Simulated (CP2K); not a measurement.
Consider fluoropyrazine at its PBE geometry (Å).

```xyz
10

F    -2.1382   -1.5416    0.0002
C    -1.0244   -0.7669   -0.0017
C    -1.1767    0.6239    0.0859
N    -0.0999    1.4178    0.0887
C     1.0957    0.8008    0.0022
C     1.2109   -0.5875   -0.0869
N     0.1300   -1.3951   -0.0868
H    -2.1640    1.0837    0.1535
H     1.9810    1.4385    0.0047
H     2.1855   -1.0736   -0.1598
```

Method: CP2K XAS_TDP, all-electron GAPW, PBEh(45%), aug-cc-pVDZ, TDA, GW2X-corrected core level, no relativity.

Q: Where do the C K-edge lines lie, and how strong are they?

Leading lines: C2 289.55 eV, C3 287.31 eV, C5 287.52 eV and C6 287.35 eV. The leading line of an atom is its first one with 35 % of the strongest within 2.5 eV of its lowest line over the strength cut. Core ionisation energies at this level: C3 293.55, C5 293.36, C2 295.68 and C6 293.62 eV.

The first six lines of each atom with a strength over 0.0015:

```csv
atom,energy (eV),states,"strength, one atom",above the computed threshold
"C2 (bonded to C, F and N)",289.55,1,0.0583,
,291.15,1,0.0050,
,293.31,1,0.0457,
,294.18,1,0.0037,
,295.26,1,0.0023,
,295.30,1,0.0029,
"C3 (bonded to C, N and H)",287.31,1,0.0471,
,289.48,1,0.0052,
,291.55,1,0.0128,
,292.41,1,0.0068,
,293.09,1,0.0041,
,293.14,1,0.0025,
"C5 (bonded to C, N and H)",287.52,1,0.0503,
,288.81,1,0.0040,
,291.18,1,0.0126,
,292.33,1,0.0031,
,292.83,1,0.0036,
,293.03,1,0.0023,
"C6 (bonded to C, N and H)",287.35,1,0.0525,
,289.49,1,0.0035,
,291.42,1,0.0132,
,292.52,1,0.0037,
,293.05,1,0.0051,
,293.79,1,0.0037,yes
```

Lines are vertical, at one geometry, with no vibrational structure. GW2X ionisation energies and lines can be off by 1 to 2 eV either way, and a good line position may hide errors that cancel. These values hold no scalar relativity, about 0.1 eV for C 1s. Rydberg lines, and the discretised continuum above threshold, depend on the basis and the box.

[Banner, clock and machine lines of the logs are left out without a mark of their own.]

[Logs are printed without paths, hosts, clocks, repeated set-up lines and the standing remarks that a program may print on its own settings, such as how far it seeks lower states.]

[Hosts, paths, dates, database ids (printed as entryN), source tags and the programs' standing remarks are cut or masked in the printed files.]
